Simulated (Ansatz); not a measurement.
# CuH5C4N2OF2 (P2_1/c) (120 atoms) under strain: runs compared

How stiff is CuH5C4N2OF2 (P2_1/c) (120 atoms)?

Computed with Ansatz 0.2.0: Kohn-Sham DFT, PBE+D4, PAW (set soft_2), plane waves.

## (1) The cell as built

The cell holds 120 atoms: 8 Cu, 40 H, 32 C, 16 N, 8 O and 16 F. Cell: a = 16.132 Å, b = 7.611 Å, c = 10.307 Å, α = 90.0°, β = 115.2°, γ = 90.0°. It derives from CuH5C4N2OF2 (P2_1/c), repeated 2×1×1. CuH5C4N2OF2, space group P2_1/c, structure from the Crystallography Open Database, 2 x 1 x 1 conventional cells; every coordinate displaced by a Gaussian of 0.02 Å; bonds to H set to neutron lengths (C-H 1.089, N-H 1.015, O-H 0.983, B-H 1.19 Å) where the listed ones are shorter.

What the set-up can't give: The main run has no spin polarisation, so moments on Cu can't form in it, and no Hubbard term.

## (2) The reference run

The reference is a single point at the end of the relaxation.

Every strained cell starts from the geometry of this run, and its atoms are relaxed with the cell held.

Its input, with most atom lines left out:

```yaml
crystal:
  lattice:
    - [16.21933, -0.00021, -0.20738]
    - [-0.0001, 7.55777, 0.00034]
    - [-4.52903, 0.00047, 9.3911]
  atoms:
    - { symbol: Cu, position: [0.06031, 0.09741, 0.91454] }
    - { symbol: Cu, position: [0.43953, 0.59877, 0.5854] }
    - { symbol: Cu, position: [0.43971, 0.90271, 0.08558] }
    - { symbol: Cu, position: [0.06032, 0.40197, 0.41464] }
    - { symbol: H, position: [0.12864, 0.14527, 0.22782] }
    - { symbol: H, position: [0.37112, 0.64631, 0.27213] }
    - { symbol: H, position: [0.37141, 0.85542, 0.77212] }
    [... atom lines 8 to 120 left out ...]
kpoints:
  mp_grid: { grid: [1, 2, 2] }
hamiltonian:
  xc: pbe
  dispersion: d4
scf:
  occupations: { method: fermi_dirac, width: 0.025 }
output:
  forces: true
  stress: true
  populations: true
  dos:
    method: { smearing: { sigma: 0.1 } }
    de: 0.1
    projected: { site_lists: { C: [C], Cu: [Cu], F: [F], H: [H], "N": ["N"] } }
  eigenvalues: true
  write_density: true
  write_potential: true
  volumetric_format: npy
```

* free energy per atom: -710.7295 eV/atom
* r.m.s. force component: 0.00342 eV/Å
* pressure: 0.002237 GPa

22 levels are partly filled, by over 2 % (on the run's k-points): at this level the cell shows no clear gap.

## (3) The runs

Each row is one run, on 4 threads of Arm Neoverse V2, shared host. The free energy is the program's total, comparable only between runs with the same functional, potentials and atoms.

| run | atoms | outcome | ionic steps, all passes | free energy (eV) | time | host memory (GiB) |
| --- | --- | --- | --- | --- | --- | --- |
| Single point at the start | 120 | converged | - | -85284.852 | 72 s | 6.1 |
| Cell and atoms relaxed | 120 | converged | 10 | -85287.542 | 12 min | 5.1 |
| Single point at the relaxed geometry | 120 | converged | - | -85287.542 | 1.9 min | 6.1 |
| Volume -3 % | 120 | converged | 4 | -85287.474 | 5.4 min | 5.9 |
| Volume +3 % | 120 | converged | 4 | -85287.487 | 5.1 min | 5.2 |
| Volume -6 % | 120 | converged | 5 | -85287.232 | 6.5 min | 5.8 |
| Volume +6 % | 120 | converged | 5 | -85287.337 | 6.7 min | 5.4 |
| Volume -10 % | 120 | converged | 7 | -85286.551 | 9.2 min | 6.0 |

In some runs the program notes that it cut back its work space to fit the memory limit and the SCF threshold is loose for the stress.

## (4) Pressure against volume

Atoms are relaxed at each volume, in the scaled cell.

| volume change (%) | volume (Å³/atom) | energy change (meV/atom) | pressure (GPa) | largest move on relaxing (Å) | bonds |
| --- | --- | --- | --- | --- | --- |
| -10 | 8.581 | 8.26 | 3.24 | 0.26 | - |
| -6 | 8.962 | 2.58 | 1.62 | 0.15 | - |
| -3 | 9.248 | 0.57 | 0.71 | 0.07 | - |
| +0 | 9.534 | 0.00 | 0.00 | - | - |
| +3 | 9.820 | 0.46 | -0.54 | 0.07 | - |
| +6 | 10.106 | 1.71 | -0.86 | 0.16 | - |

## (5) What came out

The bulk modulus, from the slope of pressure against ln V over the three points nearest the relaxed volume, is 20.8 GPa; a quadratic over all points gives a pressure derivative of about 9.7.

**Limits.** Strains are finite and relaxations stop at the force tolerance of the input, which can leave moduli too stiff; they are those of a static cell at zero temperature. Volumes are changed with the cell's shape held, so in an anisotropic solid the modulus lies over the one under free hydrostatic load. The program notes that the SCF threshold of the relaxations is loose for the stress.

The DFT runs together took 48 min of wall time.

[Logs are printed without paths, hosts, clocks, repeated set-up lines and the standing remarks that a program may print on its own settings, such as how far it seeks lower states.]

[Hosts, paths, dates, database ids (printed as entryN), source tags and the programs' standing remarks are cut or masked in the printed files.]
